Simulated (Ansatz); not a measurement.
# (BP)2(AlN)1 [001] superlattice, started as zinc blende: from the cell to its phonons

Wanted: phonon frequencies of (BP)2(AlN)1 [001] superlattice, started as zinc blende and what follows from them.

Calculated with Ansatz 0.2.0; DFT PBEsol, scalar-relativistic, plane waves, PAW.

This is a report of a sequence of runs, with most program output left out.

The structure was built from a prototype and need not be the compound's stable phase.

**1. The structure**

It takes space group Imm2 (No. 44, orthorhombic). The conventional cell has a = 3.173 Å, b = 3.173 Å, c = 13.460 Å, α = 90.00°, β = 90.00°, γ = 90.00°. Nearest to Al lie 2 N at 1.94 Å and 2 P at 1.94 Å. Nearest to B lie 2 P at 1.94 Å and 2 N at 1.94 Å. Nearest to B lie 4 P at 1.94 Å. Nearest to N lie 2 Al at 1.94 Å and 2 B at 1.94 Å. P has 4 B at 1.94 Å nearest. P has 2 Al at 1.94 Å and 2 B at 1.94 Å nearest. Farther neighbours and most contacts between anions are not listed.

As a file:

```cif
data_structure
_symmetry_space_group_name_H-M 'P 1'
_symmetry_Int_Tables_number 1
_cell_length_a 3.1725
_cell_length_b 3.1725
_cell_length_c 7.0940
_cell_angle_alpha 102.921
_cell_angle_beta 77.079
_cell_angle_gamma 90.000
_cell_volume 67.74
loop_
_atom_site_label
_atom_site_type_symbol
_atom_site_fract_x
_atom_site_fract_y
_atom_site_fract_z
_atom_site_occupancy
Al1 Al 0.66667 0.33333 0.66667 1
B2 B 0.00000 0.00000 0.00000 1
B3 B 0.33333 0.66667 0.33333 1
N4 N 0.08333 0.41667 0.83333 1
P5 P 0.41667 0.08333 0.16667 1
P6 P 0.75000 0.75000 0.50000 1
```

**2. Rough relaxation**

The start is far from rest, so a relaxation with loose tolerances brings it close first.

The input, input.yaml:

```yaml
crystal:
  lattice:
    - [2.24333, 2.24333, 0.0]
    - [-2.24333, 2.24333, 0.0]
    - [2.24333, 0.0, 6.73]
  atoms:
    - { symbol: Al, position: [0.666667, 0.333333, 0.666667] }
    - { symbol: B, position: [0.0, 0.0, 0.0] }
    - { symbol: B, position: [0.333333, 0.666667, 0.333333] }
    - { symbol: "N", position: [0.083333, 0.416667, 0.833333] }
    - { symbol: P, position: [0.416667, 0.083333, 0.166667] }
    - { symbol: P, position: [0.75, 0.75, 0.5] }
kpoints:
  mp_grid: { grid: [6, 6, 6] }
hamiltonian:
  xc: pbesol
scf:
  occupations: { method: gaussian, width: 0.1 }
output:
  forces: true
  stress: true
  eigenvalues: true
relax:
  adjacent_minimum: "off"
  f_tol: 0.05
  max_steps: 80
  cell: { stress_tol: 0.5 }
```

Launch:

```console
$ ansatz run input.yaml --threads 8 --pin off --max-ram 14336MiB --backend cpu --events-out ev --progress --plain --runs-dir out
```

Run time: 6.1 s. Hardware: 8 threads of Intel Xeon Platinum 8488C (Sapphire Rapids), shared host; peak memory 0.56 GiB.

Step by step:

| step | energy less that of the first step (eV) | largest force component (eV/Å) | pressure (GPa) | volume (Å³) |
| --- | --- | --- | --- | --- |
| 1 | 0.0000 | 10.6052 | 18.54 | 67.74 |
| 2 | -2.3903 | 3.1754 | 2.47 | 69.73 |
| 3 | -2.7717 | 0.7564 | -1.49 | 69.73 |
| 4 | -2.8391 | 0.3747 | -0.45 | 68.78 |
| 5 | -2.8483 | 0.3750 | 0.57 | 68.05 |
| 6 | -2.8582 | 0.0504 | -0.23 | 68.50 |
| 7 | -2.8593 | 0.0156 | -0.11 | 68.42 |
| 8* | -2.8633 | 0.0163 | -0.01 | 68.42 |

Relaxation steps marked * repeat the geometry before them on a plane-wave basis chosen anew for their cell, so energy and pressure can jump there.

Forces are held to the 4 operations that the run works with; a distortion that breaks them can't arise in this run.

| conventional cell, symmetrised | before | after | change |
| --- | --- | --- | --- |
| a (Å) | 3.173 | 3.033 | -4.4 % |
| b (Å) | 3.173 | 3.249 | +2.4 % |
| c (Å) | 13.460 | 13.885 | +3.2 % |
| volume (Å³/atom) | 11.29 | 11.40 | +1.0 % |

The atoms that moved most (Å, as changes of fractional coordinates times the final cell):

| atom | dx | dy | dz | length |
| --- | --- | --- | --- | --- |
| Al1 | 0.000 | 0.000 | 0.408 | 0.408 |
| P6 | 0.000 | 0.000 | -0.226 | 0.226 |
| N4 | 0.000 | 0.000 | 0.211 | 0.211 |
| P5 | 0.000 | 0.000 | -0.150 | 0.150 |
| B3 | 0.000 | 0.000 | -0.133 | 0.133 |
| B2 | 0.000 | 0.000 | -0.109 | 0.109 |

The relaxed structure:

```cif
data_structure
_symmetry_space_group_name_H-M 'P 1'
_symmetry_Int_Tables_number 1
_cell_length_a 3.2489
_cell_length_b 3.0334
_cell_length_c 7.2896
_cell_angle_alpha 102.009
_cell_angle_beta 77.124
_cell_angle_gamma 90.000
_cell_volume 68.42
loop_
_atom_site_label
_atom_site_type_symbol
_atom_site_fract_x
_atom_site_fract_y
_atom_site_fract_z
_atom_site_occupancy
Al1 Al 0.63730 0.36270 0.72540 1
B2 B 0.00788 0.99212 0.98424 1
B3 B 0.34290 0.65710 0.31419 1
N4 N 0.06816 0.43184 0.86368 1
P5 P 0.42746 0.07254 0.14508 1
P6 P 0.76630 0.73370 0.46741 1
```

This step gave:

```yaml
pressure: -0.01383 GPa
volume_per_atom: 11.40 Å³
gap_on_the_k_mesh: 0 eV
```

In this step the volume went from 11.29 to 11.40 Å³/atom.

**3. Relaxation**

Harmonic phonons are second derivatives at a point where the forces vanish, and they are wanted at zero stress, so atoms and cell are relaxed first.

The input, input.yaml:

```yaml
crystal:
  lattice:
    - [2.2972843694, 2.2972843694, 0.0]
    - [-2.1449127771, 2.1449127771, 0.0]
    - [2.2210985732, 0.0761857962, 6.9425150812]
  atoms:
    - { symbol: Al, position: [0.6373019149, 0.3626980851, 0.7253961703] }
    - { symbol: B, position: [0.0078785102, -0.0078785102, -0.0157570204] }
    - { symbol: B, position: [0.3429037159, 0.6570962841, 0.3141925681] }
    - { symbol: "N", position: [0.0681618764, 0.4318381236, 0.8636762472] }
    - { symbol: P, position: [0.4274579159, 0.0725420841, 0.1450841681] }
    - { symbol: P, position: [0.7662960667, 0.7337039333, 0.4674078666] }
kpoints:
  mp_grid: { grid: [12, 12, 12] }
hamiltonian:
  xc: pbesol
scf:
  occupations: { method: gaussian, width: 0.1 }
output:
  forces: true
  stress: true
  eigenvalues: true
  write_density: true
  write_potential: true
  elf: true
  volumetric_format: npy
relax:
  adjacent_minimum: "off"
  f_tol: 0.005
  max_steps: 80
  cell: { stress_tol: 0.05 }
```

Elapsed: 30 s, on 8 threads; peak memory 0.84 GiB.

Relaxation path:

| step | energy less that of the first step (eV) | largest force component (eV/Å) | pressure (GPa) | volume (Å³) |
| --- | --- | --- | --- | --- |
| 1 | 0.0000 | 0.5072 | 0.40 | 68.42 |
| 2 | -0.0249 | 0.3120 | 0.32 | 68.63 |
| 3 | -0.0310 | 0.1926 | 0.24 | 68.83 |
| 4 | -0.0323 | 0.0239 | 0.04 | 68.90 |
| 5 | -0.0323 | 0.0080 | 0.00 | 68.92 |
| 6 | -0.0323 | 0.0034 | 0.00 | 68.92 |
| 7* | -0.0334 | 0.0028 | 0.02 | 68.92 |
| 8 | -0.0334 | 0.0005 | 0.00 | 68.93 |
| 9* | -0.0334 | 0.0005 | 0.00 | 68.93 |

Relaxation steps marked * repeat the geometry before them on a plane-wave basis chosen anew for their cell, so energy and pressure can jump there.

Forces are held to the 4 operations that the run works with; a distortion that breaks them can't arise in this run.

| conventional cell, symmetrised | before | after | change |
| --- | --- | --- | --- |
| a (Å) | 3.033 | 3.099 | +2.2 % |
| b (Å) | 3.249 | 3.224 | -0.8 % |
| c (Å) | 13.885 | 13.799 | -0.6 % |
| volume (Å³/atom) | 11.40 | 11.49 | +0.7 % |

The atoms that moved most (Å, as changes of fractional coordinates times the final cell):

| atom | dx | dy | dz | length |
| --- | --- | --- | --- | --- |
| Al1 | 0.000 | 0.000 | -0.038 | 0.038 |
| P6 | 0.000 | 0.000 | 0.023 | 0.023 |
| P5 | 0.000 | 0.000 | 0.015 | 0.015 |

Final coordinates:

```
Al B N P
1.0
     2.27940    2.27940    0.00000
    -2.19143    2.19143    0.00000
     2.23541    0.04398    6.89959
Al B N P
1 2 1 2
Direct
  0.64007 0.35993 0.71986
  0.00768 0.99232 0.98464
  0.34294 0.65706 0.31411
  0.06831 0.43169 0.86338
  0.42640 0.07360 0.14719
  0.76460 0.73540 0.47081
```

Numbers from this step:

| Quantity | Value |
| --- | --- |
| pressure | 0.002711 GPa |
| volume per atom | 11.49 Å³ |

Valence density in the ac plane of the conventional cell at fractional y = 0.000, with atoms of Al and B and N and P within 0.2 Å of it. It is the smooth field of the valence electrons, not physical close to the nuclei.

Values in e/Å³, 24 rows by 14 columns, each cell a mean:
```
1.8 1.5 0.9 0.5 0.2 0.1 0.1 0.1 0.1 0.2 0.3 0.6 1.1 1.6
3.6 3.4 2.2 1.1 0.5 0.3 0.2 0.1 0.2 0.3 0.7 1.4 2.7 3.5
1.9 1.7 1.2 0.7 0.4 0.2 0.1 0.1 0.1 0.3 0.5 0.8 1.3 1.8
0.3 0.3 0.3 0.2 0.2 0.1 0.1 0.1 0.1 0.1 0.2 0.3 0.3 0.3
0.1 0.1 0.1 0.1 0.2 0.2 0.2 0.2 0.2 0.2 0.2 0.1 0.1 0.1
0.0 0.1 0.1 0.1 0.2 0.2 0.3 0.3 0.2 0.2 0.1 0.1 0.1 0.0
0.1 0.1 0.1 0.1 0.1 0.1 0.2 0.2 0.2 0.1 0.1 0.1 0.1 0.1
0.2 0.1 0.1 0.1 0.1 0.1 0.1 0.1 0.1 0.1 0.1 0.1 0.1 0.1
0.5 0.5 0.4 0.2 0.2 0.1 0.1 0.1 0.1 0.1 0.2 0.3 0.4 0.5
0.3 0.4 0.5 0.5 0.4 0.2 0.2 0.2 0.2 0.3 0.4 0.5 0.5 0.4
0.2 0.4 0.8 0.9 0.7 0.6 0.5 0.5 0.5 0.6 0.8 0.9 0.7 0.4
0.6 0.6 0.7 0.8 0.8 0.8 0.7 0.6 0.7 0.8 0.8 0.8 0.7 0.6
0.2 0.2 0.3 0.4 0.5 0.5 0.5 0.4 0.5 0.5 0.4 0.3 0.3 0.2
0.1 0.1 0.1 0.1 0.2 0.2 0.3 0.3 0.3 0.2 0.2 0.1 0.1 0.1
0.1 0.1 0.1 0.1 0.1 0.1 0.1 0.1 0.1 0.1 0.1 0.1 0.1 0.1
0.2 0.2 0.2 0.1 0.1 0.1 0.0 0.0 0.1 0.1 0.1 0.1 0.2 0.2
0.6 0.5 0.4 0.3 0.2 0.1 0.1 0.1 0.1 0.1 0.2 0.3 0.4 0.5
0.5 0.5 0.6 0.5 0.4 0.2 0.2 0.1 0.2 0.3 0.4 0.6 0.6 0.5
0.2 0.4 0.7 0.8 0.7 0.5 0.4 0.4 0.4 0.6 0.7 0.8 0.6 0.3
0.6 0.6 0.7 0.8 0.8 0.8 0.6 0.5 0.7 0.8 0.8 0.8 0.7 0.6
0.2 0.2 0.3 0.4 0.5 0.6 0.6 0.5 0.6 0.6 0.5 0.3 0.3 0.2
0.1 0.1 0.1 0.2 0.3 0.4 0.5 0.5 0.5 0.3 0.2 0.1 0.1 0.1
0.1 0.1 0.1 0.1 0.1 0.2 0.2 0.2 0.2 0.1 0.1 0.1 0.1 0.1
0.2 0.2 0.2 0.1 0.1 0.1 0.1 0.1 0.1 0.1 0.1 0.1 0.2 0.2
```
Columns run along a (3.2 Å), rows up along c (13.8 Å), edges of the conventional cell, whose origin can differ from the input's. Atoms in or near the plane, at fractional coordinates: Al at (0.50, 0.86), B at (0.50, 0.49), B at (0.50, 0.16), N at (0.00, 0.93), P at (0.00, 0.57), P at (0.00, 0.24).

Electrostatic potential energy in the ac plane of the conventional cell at fractional y = 0.000, with atoms of Al and B and N and P within 0.2 Å of it. With pseudopotentials it is smooth inside the atoms' cores, unlike the true potential.

Values in eV, 24 rows by 14 columns, each cell a mean:
```
-20 -13   0   8  10  11  10  10  10  11  10   7  -4 -15
-57 -50 -25  -1   5   3   1   0   1   4   5  -7 -34 -53
-18 -13  -3  -1  -6  -7  -4  -3  -5  -7  -4   0  -6 -15
 10   9   5  -2  -8  -5   1   3   0  -7  -7   0   7   9
 11  10   9   5   1  -4  -5  -5  -5  -3   2   7   9  11
 12  12  12  11  10   9   9   9   9  10  10  11  12  12
 12  12  12  12  12  12  11  11  11  12  12  12  12  12
 11  11  11  12  12  12  12  12  12  12  12  12  11  11
 -5  -3   2   7   9  11  12  12  11  10   9   5   1  -4
-52 -49 -33 -11   3   8  10  11  10   7   0 -17 -40 -50
-55 -53 -37 -14   1   4   3   3   4   4  -2 -20 -44 -54
-13 -10  -2   1  -4 -23 -38 -43 -35 -16  -1   1  -5 -11
  9   9   9   6  -5 -26 -42 -47 -40 -18   0   7   9   9
 10  10  10   9   7   4   1  -1   1   5   8   9  10  10
  9   9  10  10  10  11  11  11  11  11  10  10   9   9
  9   9  10  10  11  11  12  12  12  11  11  10   9   9
 -1   1   5   7  10  11  12  12  11  11   9   7   3   0
-48 -44 -28  -9   3   9  10  11  10   7   1 -14 -35 -46
-57 -55 -40 -16   0   5   5   4   5   4  -3 -23 -47 -56
-19 -15  -6   0  -4 -21 -36 -41 -33 -15  -1  -1  -9 -16
  9   9   8   6  -4 -26 -42 -47 -39 -18   0   7   9   9
 12  12  11  10   8   5   1  -1   2   6   9  11  12  12
 12  12  12  12  11  11  10  10  10  11  11  12  12  12
 11  11  12  12  12  11  11  11  11  12  12  12  12  11
```
Columns run along a (3.2 Å; values clipped at the 3rd and 97th percentile), rows up along c (13.8 Å), edges of the conventional cell, whose origin can differ from the input's. Atoms in or near the plane, at fractional coordinates: Al at (0.50, 0.86), B at (0.50, 0.49), B at (0.50, 0.16), N at (0.00, 0.93), P at (0.00, 0.57), P at (0.00, 0.24).

ELF in the ac plane of the conventional cell at fractional y = 0.000, with atoms of Al and B and N and P within 0.2 Å of it. It is the smooth field of the valence electrons, not physical close to the nuclei.

Values, 24 rows by 14 columns, each cell a mean:
```
0.70 0.72 0.69 0.56 0.37 0.18 0.09 0.06 0.10 0.24 0.42 0.61 0.72 0.72
0.25 0.50 0.78 0.84 0.76 0.54 0.26 0.15 0.31 0.63 0.80 0.84 0.71 0.42
0.76 0.82 0.87 0.86 0.72 0.32 0.09 0.05 0.12 0.46 0.78 0.87 0.86 0.80
0.55 0.55 0.53 0.42 0.19 0.04 0.05 0.05 0.04 0.07 0.27 0.47 0.54 0.55
0.11 0.12 0.14 0.18 0.23 0.27 0.29 0.30 0.29 0.26 0.22 0.17 0.13 0.12
0.03 0.05 0.10 0.19 0.30 0.41 0.47 0.49 0.46 0.38 0.27 0.16 0.08 0.04
0.03 0.04 0.06 0.10 0.15 0.22 0.27 0.29 0.26 0.20 0.13 0.08 0.05 0.03
0.21 0.19 0.14 0.10 0.08 0.08 0.08 0.09 0.08 0.07 0.08 0.10 0.15 0.19
0.61 0.58 0.49 0.35 0.21 0.10 0.06 0.04 0.06 0.13 0.25 0.40 0.53 0.59
0.16 0.20 0.38 0.55 0.55 0.42 0.29 0.23 0.31 0.47 0.57 0.52 0.32 0.18
0.11 0.26 0.66 0.87 0.88 0.81 0.67 0.60 0.71 0.84 0.89 0.83 0.53 0.21
0.66 0.77 0.88 0.92 0.89 0.69 0.36 0.23 0.44 0.77 0.91 0.91 0.85 0.73
0.39 0.43 0.51 0.57 0.53 0.32 0.14 0.09 0.17 0.40 0.56 0.56 0.49 0.42
0.13 0.13 0.16 0.20 0.25 0.29 0.30 0.31 0.30 0.28 0.24 0.19 0.15 0.13
0.26 0.23 0.16 0.11 0.09 0.09 0.09 0.09 0.09 0.09 0.09 0.12 0.18 0.24
0.66 0.61 0.48 0.31 0.16 0.07 0.04 0.03 0.04 0.09 0.20 0.36 0.53 0.63
0.82 0.80 0.72 0.57 0.37 0.17 0.08 0.05 0.09 0.23 0.43 0.62 0.75 0.81
0.28 0.32 0.46 0.59 0.56 0.41 0.26 0.20 0.29 0.47 0.58 0.57 0.41 0.31
0.05 0.16 0.57 0.81 0.85 0.75 0.60 0.52 0.64 0.80 0.85 0.76 0.42 0.13
0.54 0.68 0.84 0.88 0.84 0.61 0.32 0.20 0.38 0.71 0.86 0.88 0.80 0.63
0.32 0.37 0.46 0.52 0.48 0.30 0.16 0.12 0.19 0.37 0.51 0.51 0.43 0.35
0.04 0.06 0.12 0.22 0.35 0.47 0.54 0.56 0.53 0.44 0.32 0.19 0.09 0.05
0.03 0.03 0.04 0.07 0.13 0.20 0.26 0.28 0.25 0.17 0.10 0.06 0.04 0.03
0.35 0.30 0.20 0.11 0.06 0.05 0.05 0.05 0.05 0.05 0.07 0.13 0.23 0.32
```
Columns run along a (3.2 Å), rows up along c (13.8 Å), edges of the conventional cell, whose origin can differ from the input's. Atoms in or near the plane, at fractional coordinates: Al at (0.50, 0.86), B at (0.50, 0.49), B at (0.50, 0.16), N at (0.00, 0.93), P at (0.00, 0.57), P at (0.00, 0.24).

In this step the volume went from 11.40 to 11.49 Å³/atom.

**4. Relaxing to small forces for the phonons**

Phonons need a cell at rest on their own settings, so the relaxation is repeated with tight tolerances on forces and stress on the k mesh and occupations of the first response run.

The input, input.yaml:

```yaml
crystal:
  lattice:
    - [2.2793966879, 2.2793966879, 0.0]
    - [-2.191432092, 2.191432092, 0.0]
    - [2.2354143899, 0.043982298, 6.8995921702]
  atoms:
    - { symbol: Al, position: [0.6400675259, 0.3599324741, 0.7198649483] }
    - { symbol: B, position: [0.0076805672, -0.0076805672, -0.0153611343] }
    - { symbol: B, position: [0.3429449977, 0.6570550023, 0.3141100046] }
    - { symbol: "N", position: [0.068307755, 0.431692245, 0.8633844899] }
    - { symbol: P, position: [0.4264039854, 0.0735960146, 0.1471920293] }
    - { symbol: P, position: [0.764595169, 0.735404831, 0.4708096621] }
kpoints:
  mp_grid: { grid: [12, 12, 12] }
hamiltonian:
  xc: pbesol
scf:
  occupations: { method: methfessel_paxton, width: 0.2 }
output:
  forces: true
  stress: true
  eigenvalues: true
relax:
  adjacent_minimum: "off"
  f_tol: 0.001
  max_steps: 60
  cell: { stress_tol: 0.01 }
```

It took 22 s on 8 threads; peak memory 0.85 GiB; 2.8 min of CPU time.

Little changed from the start: no atom moved by 0.005 Å and no cell edge by 0.1 %.

Numbers from this step:

```
pressure : 2.28e-4 GPa
```

The largest force component left is 0.62 meV/Å and the pressure is 0.000 GPa, within the tolerances set. The cell now holds 11.49 Å³/atom.

**5. Modes at Γ**

The zone centre is the only wavevector solved here; it holds the modes that light can see, as far as symmetry allows. No field response is asked, since the mesh shows no gap.

The input, input.yaml:

```yaml
crystal:
  lattice:
    - [2.2797130241, 2.2797130241, 0.0]
    - [-2.1910097814, 2.1910097814, 0.0]
    - [2.2353614027, 0.0443516214, 6.8993021203]
  atoms:
    - { symbol: Al, position: [0.6400392196, 0.3599607804, 0.7199215608] }
    - { symbol: B, position: [0.0076679753, -0.0076679753, -0.0153359507] }
    - { symbol: B, position: [0.3429475267, 0.6570524733, 0.3141049466] }
    - { symbol: "N", position: [0.0683177609, 0.4316822391, 0.8633644783] }
    - { symbol: P, position: [0.4264180325, 0.0735819675, 0.1471639351] }
    - { symbol: P, position: [0.7646094851, 0.7353905149, 0.4707810299] }
kpoints:
  mp_grid: { grid: [12, 12, 12] }
hamiltonian:
  xc: pbesol
scf:
  occupations: { method: methfessel_paxton, width: 0.2 }
output:
  eigenvalues: true
phonons:
  method: dfpt
```

Wall time 2.7 min (8 threads); peak memory 3.7 GiB.

Numbers from this step:

```
sum-rule residual before enforcement                    : 4.27e-5 eV/Å²
point group                                             : mm2
highest optical mode at the zone centre (no LO-TO term) : 806.7 cm⁻¹
lowest optical zone-centre mode                         : -179.3 cm⁻¹
```

Patterns of degenerate modes are one choice out of their space. Modes at Γ, with each element's share of the kinetic energy (negative means imaginary):

| mode | frequency (cm⁻¹) | symmetry | Al % | B % | N % | P % |
| --- | --- | --- | --- | --- | --- | --- |
| 1 | -179.3 | B1 | 0 | 57 | 43 | 0 |
| 2 | 0.0 | acoustic | 22 | 17 | 11 | 50 |
| 3 | 0.0 | acoustic | 22 | 17 | 11 | 50 |
| 4 | 0.0 | acoustic | 22 | 17 | 11 | 50 |
| 5 | 188.8 | B1 | 20 | 11 | 9 | 60 |
| 6 | 215.2 | B2 | 37 | 12 | 13 | 38 |
| 7 | 272.4 | B2 | 14 | 16 | 3 | 67 |
| 8 | 333.1 | B1 | 14 | 33 | 24 | 30 |
| 9 | 394.2 | B1 | 44 | 9 | 13 | 33 |
| 10 | 406.8 | A1 | 45 | 7 | 0 | 47 |
| 11 | 441.2 | A1 | 10 | 13 | 20 | 56 |
| 12 | 601.8 | A1 | 22 | 13 | 39 | 25 |
| 13 | 690.2 | B2 | 21 | 25 | 43 | 11 |
| 14 | 752.9 | B2 | 3 | 67 | 12 | 19 |
| 15 | 760.1 | B1 | 0 | 72 | 0 | 27 |
| 16 | 788.5 | A1 | 0 | 83 | 2 | 15 |
| 17 | 791.4 | A1 | 1 | 66 | 27 | 7 |
| 18 | 806.7 | B2 | 4 | 63 | 18 | 16 |

Displacements in mode 1 (-179.3 cm⁻¹), the largest set to 1:
```
Al1 -0.05  0.05  0.00
B2   1.00 -1.00  0.00
B3   0.03 -0.03  0.00
N4  -0.76  0.76  0.00
P5   0.02 -0.02  0.00
P6   0.01 -0.01  0.00
```

Displacements in mode 18 (806.7 cm⁻¹), the largest set to 1:
```
Al1  0.19  0.19  0.00
B2   1.00  1.00  0.00
B3   0.76  0.76  0.00
N4  -0.58 -0.58  0.00
P5  -0.31 -0.31  0.00
P6  -0.21 -0.21  0.00
```

Before it was imposed, the acoustic sum rule was missed by 4.3e-5 eV/Å². Small misses are needed for a sound result but don't prove that mesh and cutoff are converged. The lowest optical mode is imaginary, 179.3i cm⁻¹, so the energy falls along it.

**6. Isotope substitution, element B, natural mass 10.81 amu**

An isotope changes the mass and not the force constants, so no new electronic calculation is needed; the shifts show which modes move this element.

The same force constants with the mass of B changed from 10.810 to 10.013 u (phonopy, no LO-TO term). Both lists are sorted by frequency; levels can cross, so a row need not hold one and the same mode. Modes under 3 cm⁻¹ are left out. Isotope shifts, by row:

| q | rank | natural mass (cm⁻¹) | changed mass (cm⁻¹) |
| --- | --- | --- | --- |
| 0 0 0 | 1 | -179.3 | -183.2 |
| 0 0 0 | 5 | 188.8 | 189.6 |
| 0 0 0 | 6 | 215.2 | 216.2 |
| 0 0 0 | 7 | 272.4 | 274.1 |
| 0 0 0 | 8 | 333.1 | 337.2 |
| 0 0 0 | 9 | 394.2 | 395.7 |
| 0 0 0 | 10 | 406.8 | 407.9 |
| 0 0 0 | 11 | 441.2 | 443.3 |
| 0 0 0 | 12 | 601.8 | 604.5 |
| 0 0 0 | 13 | 690.2 | 695.8 |
| 0 0 0 | 14 | 752.9 | 773.1 |
| 0 0 0 | 15 | 760.1 | 781.7 |
| 0 0 0 | 16 | 788.5 | 812.2 |
| 0 0 0 | 17 | 791.4 | 814.3 |
| 0 0 0 | 18 | 806.7 | 827.2 |

A mode of this element alone would shift by +3.90 %. The highest zone-centre frequency without the field goes from 806.7 to 827.2 cm⁻¹ (+2.5 %).

**7. Isotope substitution, element N, natural mass 14.007 amu**

The same for N, from 14.01 to 15.00 u.

A mode of this element alone would shift by -3.37 %. The highest zone-centre frequency without the field goes from 806.7 to 802.6 cm⁻¹ (-0.5 %).

**8. What came out**

```
space group after relaxation (within 0.01 Å)            : Imm2
volume per atom                                         : 11.5 Å³
electronic character                                    : no gap on this mesh
highest optical mode at the zone centre (no LO-TO term) : 807 cm⁻¹
lowest optical zone-centre mode                         : -179 cm⁻¹
imaginary modes at Γ (the only wavevector solved)       : yes
```

In words: A zone-centre mode is imaginary (179.3i cm⁻¹), so this structure is not a minimum of the energy. The optical modes at Γ span -179 to 807 cm⁻¹ (negative means imaginary). No dispersion was computed. With no gap, or one that is small against the smearing, the frequencies hang on the k mesh and the smearing, most of all near Kohn anomalies. The starting cell was built on a prototype and not taken from a measurement, so the phase need not exist. These are harmonic frequencies at zero temperature: anharmonic shifts, linewidths and thermal expansion are left out.

[Logs are printed without paths, hosts, clocks, repeated set-up lines and the standing remarks that a program may print on its own settings, such as how far it seeks lower states.]

[Hosts, paths, dates, database ids (printed as entryN), source tags and the programs' standing remarks are cut or masked in the printed files.]
